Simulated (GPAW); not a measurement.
# The Sn K excitation threshold of SnO2 (R-3m) under uniform strain

For each volume the threshold was computed as E(hole) − E(ground) plus the lowest empty eigenvalue of the hole cell (GPAW, LDA, 12-atom cell, total energies on 4×4×4 k points, the eigenvalue on 4×4×4, hole spin-paired). The values are raw; only their change is used. The threshold is the spectrum's zero, where absorption may be weak, not the visible edge.

| volume | ln(V/V₀) | threshold (eV) |
| --- | --- | --- |
| V × 0.91 | -0.09431 | 29255.759 |
| V × 1 | +0.00000 | 29255.554 |
| V × 1.03 | +0.02956 | 29255.500 |
| V × 1.06 | +0.05827 | ? |

**Question.** Fit a straight line in ln(V/V₀), give its slope, and predict the threshold at V × 1.06.

The means of the given rows are x̄ = -0.02158 and Ē = 29255.604 eV. Σ(x − x̄)(E − Ē) = -0.01767 and Σ(x − x̄)² = 0.008371, so the slope is -2.11 eV, and the line passes the given rows within 0.005 eV. At x = +0.05827 it gives 29255.604 + (-2.11) × (+0.07985) = 29255.436 eV. The run gives 29255.464 eV, a miss of -0.028 eV over a total move of -0.295 eV. The rows bend away from the line, so the slope is only a mean over the range. It stands for the clamped-ion volume deformation potential of the lowest empty level of the hole cell on this mesh (the hole may pull it below the band edge) against the Sn 1s level, with the hole's relaxation included: the threshold falls by 0.021 eV for 1 % of expansion. The charged cell's image error also scales with the cell's size and isn't taken out.

[Hosts, paths, dates, database ids (printed as entryN), source tags and the programs' standing remarks are cut or masked in the printed files.]

[Lists of maxima count a maximum above −3 eV only where it reaches 4 % of the highest in the window and stands out from its surroundings by 2 % of it (1.5 % where it reaches 55 %); shoulders and weaker maxima are passed over, and of the rest the first, up to two pre-edge ones and the few strongest are named.]
